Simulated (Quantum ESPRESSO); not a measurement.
**MgS (Niningerite): a worked LO-TO splitting**

Wanted: the LO mode of MgS (Niningerite) from the TO mode and the field response.

Main program and level: Quantum ESPRESSO 8.0 development, patched; DFT LDA, scalar-relativistic, plane waves, PseudoDojo norm-conserving pseudopotentials.

### 1. The relaxed structure

It takes space group Fm-3m (No. 225, cubic). Conventional cell: a = 5.132 Å, b = 5.132 Å, c = 5.132 Å, α = 90.00°, β = 90.00°, γ = 90.00°. Nearest to Mg lie 6 S at 2.57 Å. S has 6 Mg at 2.57 Å nearest. Farther neighbours and most contacts between anions are not listed.

Coordinates:

```cif
data_structure
_symmetry_space_group_name_H-M 'P 1'
_symmetry_Int_Tables_number 1
_cell_length_a 3.6287
_cell_length_b 3.6287
_cell_length_c 3.6287
_cell_angle_alpha 60.000
_cell_angle_beta 60.000
_cell_angle_gamma 60.000
_cell_volume 33.79
loop_
_atom_site_label
_atom_site_type_symbol
_atom_site_fract_x
_atom_site_fract_y
_atom_site_fract_z
_atom_site_occupancy
Mg1 Mg 0.00000 0.00000 0.00000 1
S2 S 0.50000 0.50000 0.50000 1
```

This is the cell after its relaxation at this level of theory, not the database cell from which that began.

### 2. What the response run gave

A linear-response run on the relaxed cell, with the response to an electric field; only its zone-centre results are used. Cutoff 84 Ry, k mesh 8×8×8.

What it wrote:

```text
[banners, grids, parts of the stress and lines that vanish by symmetry left out]
Program PHONON v.8.0dev
     Dynamical matrices for q-points given in input
     (   1q-points):
[...]
Exchange-correlation= PW
                           (   1   4   0   0   0   0   0)
[...]
kinetic-energy cut-off    =      84.0000  Ry
     charge density cut-off    =     336.0000  Ry
     convergence threshold     =      1.0E-18
[...]
Exchange-correlation= PW
                           (   1   4   0   0   0   0   0)
[...]
q = (   0.0000000   0.0000000   0.0000000 )
     49 Sym.Ops. (with q -> -q+G )
     G cutoff =  400.2034  (  23589 G-vectors)     FFT grid: ( 45, 45, 45)
     number of k points=    29
[...]
Mode symmetry, O_h (m-3m)  point group:
[...]
Dielectric constant
[...]
End of electric fields calculation
          Dielectric constant in cartesian axis
          (       5.644106696       0.000000000       0.000000000 )
          (       0.000000000       5.644106696      -0.000000000 )
          (       0.000000000      -0.000000000       5.644106696 )
          Effective charges (d Force / dE) in cartesian axis without acoustic sum rule applied (asr)
           atom    1  Mg    Mean Z*:        2.30185
      Ex  (        2.30185        0.00000       -0.00000 )
      Ey  (        0.00000        2.30185        0.00000 )
      Ez  (       -0.00000       -0.00000        2.30185 )
           atom    2  S     Mean Z*:       -2.31355
      Ex  (       -2.31355        0.00000        0.00000 )
      Ey  (        0.00000       -2.31355       -0.00000 )
      Ez  (        0.00000       -0.00000       -2.31355 )
          Effective charges Sum: Mean:       -0.01170
[...]
Effective charges (d Force / dE) in cartesian axis with asr applied:
           atom    1  Mg    Mean Z*:        2.30770
[...]
atom    2  S     Mean Z*:       -2.30770
[...]
Dielectric constant from finite-differences
          (       5.643991630      -0.000000000      -0.000000000 )
          (      -0.000000000       5.643991630       0.000000000 )
          (      -0.000000000       0.000000000       5.643991630 )
[...]
(       0.000000000      -0.000000000       0.000000000 )
          (       0.000000000       0.000000000      -0.000000000 )
          (      -0.000000000      -0.000000000       0.000000000 )
          (      -0.000000000      -0.000000000       0.000000000 )
          (      -0.000000000      -0.000000000      -0.000000000 )
          (       0.000000000      -0.000000000       0.000000000 )
          (      -0.000000000       0.000000000      -0.000000000 )
          (       0.000000000       0.000000000      -0.000000000 )
[...]
(       0.000000000      -0.000000000       0.000000000 )
          (      -0.000000000      -0.000000000       0.000000000 )
          (      -0.000000000      -0.000000000      -0.000000000 )
          (      -0.000000000      -0.000000000       0.000000000 )
          (       0.000000000       0.000000000      -0.000000000 )
[...]
Representation #   1 modes #   1   2   3
[...]
End of self-consistent calculation
     Convergence has been achieved
     Representation #   2 modes #   4   5   6
[...]
End of self-consistent calculation
     Convergence has been achieved
[...]
Dielectric constant in cartesian axis
          (       5.644106696       0.000000000       0.000000000 )
          (       0.000000000       5.644106696      -0.000000000 )
          (       0.000000000      -0.000000000       5.644106696 )
          Effective charges (d Force / dE) in cartesian axis without acoustic sum rule applied (asr)
           atom    1  Mg    Mean Z*:        2.30185
      Ex  (        2.30185        0.00000       -0.00000 )
      Ey  (        0.00000        2.30185        0.00000 )
      Ez  (       -0.00000       -0.00000        2.30185 )
           atom    2  S     Mean Z*:       -2.31355
      Ex  (       -2.31355        0.00000        0.00000 )
      Ey  (        0.00000       -2.31355       -0.00000 )
      Ez  (        0.00000       -0.00000       -2.31355 )
          Effective charges Sum: Mean:       -0.01170
[...]
Effective charges (d Force / dE) in cartesian axis with asr applied:
           atom    1  Mg    Mean Z*:        2.30770
[...]
atom    2  S     Mean Z*:       -2.30770
[...]
q = (    0.000000000   0.000000000   0.000000000 )
[...]
freq (    1) =       0.098872 [THz] =       3.298007 [cm-1]
     freq (    2) =       0.098872 [THz] =       3.298007 [cm-1]
     freq (    3) =       0.098872 [THz] =       3.298007 [cm-1]
     freq (    4) =       7.537795 [THz] =     251.433777 [cm-1]
     freq (    5) =       7.537795 [THz] =     251.433777 [cm-1]
     freq (    6) =       7.537795 [THz] =     251.433777 [cm-1]
[...]
Mode symmetry, O_h (m-3m)  point group:
     freq (   1-   3) =          3.3  [cm-1]   --> T_1u G_15  G_4- I
     freq (   4-   6) =        251.4  [cm-1]   --> T_1u G_15  G_4- I

   JOB DONE.
```

```
                       quantity   value
             cell volume Ω (Å³)  33.786
                 mass of Mg (u)  24.305
                  mass of S (u)  32.060
     Born charge of Mg, raw (e)   2.302
      Born charge of S, raw (e)  -2.314
                             ε∞   5.644
ω(TO) after the sum rule (cm⁻¹)   251.4
```

### 3. The calculation

The charges must sum to zero over the cell; taking off their mean, -0.006 e, leaves Z* = 2.308 e on Mg. In the polar mode Mg moves against S, so the reduced mass is μ = 24.30 × 32.06 / 56.37 = 13.825 u.

A longitudinal wave builds up a field that adds to the restoring force: ω(LO)² = ω(TO)² + 4π Z*² / (μ Ω ε∞), in Hartree atomic units. With μ = 25201 electron masses and Ω = 228.00 bohr³ the second term is 2.0636e-06 Ha², or 99402 cm⁻² (1 Ha = 219474.6 cm⁻¹).

So ω(LO) = √(63202 + 99402) = 403.2 cm⁻¹, and by the Lyddane-Sachs-Teller relation ε₀ = ε∞ (ω(LO)/ω(TO))² = 14.52.

### 4. Check against the program

The analysis program adds the same non-analytic term to the full matrix, here for q along (1 0 0).

What it wrote:

```text
[banner, memory and clock lines left out]
Program DYNMAT v.8.0dev

     Reading Dynamical Matrix from file g.dyn
     ...Force constants read
     ...epsilon and Z* read
     ...Raman cross sections read

     Polarizability (A^3 units)
     multiply by 0.392459 for Clausius-Mossotti correction (not under assume_isolated = 'mt')
        12.486267    0.000000    0.000000
         0.000000   12.486267   -0.000000
         0.000000   -0.000000   12.486267

     IR activities are in (D/A)^2/amu units

# mode   [cm-1]    [THz]      IR
    1     -0.00   -0.0000    0.0000
    2      0.00    0.0000    0.0000
    3      0.00    0.0000    0.0000
    4    251.40    7.5369    8.8875
    5    251.40    7.5369    8.8875
    6    403.25   12.0890    8.8875
```

ε₀ comes from the program's run without a direction of q.

```
    quantity  by hand  program
ω(LO) (cm⁻¹)    403.2    403.2
          ε₀    14.52    14.52
```

### 5. Outcome

```json
{"TO mode": "251.4 cm⁻¹", "LO mode": "403.2 cm⁻¹", "static dielectric constant": "14.52"}
```

The LO mode of MgS (Niningerite) lies at 403 cm⁻¹, 152 cm⁻¹ above the TO mode; the formula meets the program within 0.1 cm⁻¹, as it must for a cubic crystal with one polar mode. ω(LO)² − ω(TO)² goes with Z*²/ε∞: an error of 5 % in ε∞ would move the LO mode by 5.9 cm⁻¹, and semilocal functionals tend to overestimate ε∞. These are harmonic values at zero temperature, at the volume of this functional, for the structure held cubic; stability elsewhere in the zone is no part of this calculation.

[Host names and launcher messages were left out of these logs when they were recorded.]

[Logs are printed without paths, hosts, clocks, repeated set-up lines and the standing remarks that a program may print on its own settings, such as how far it seeks lower states.]

[Hosts, paths, dates, database ids (printed as entryN), source tags and the programs' standing remarks are cut or masked in the printed files.]
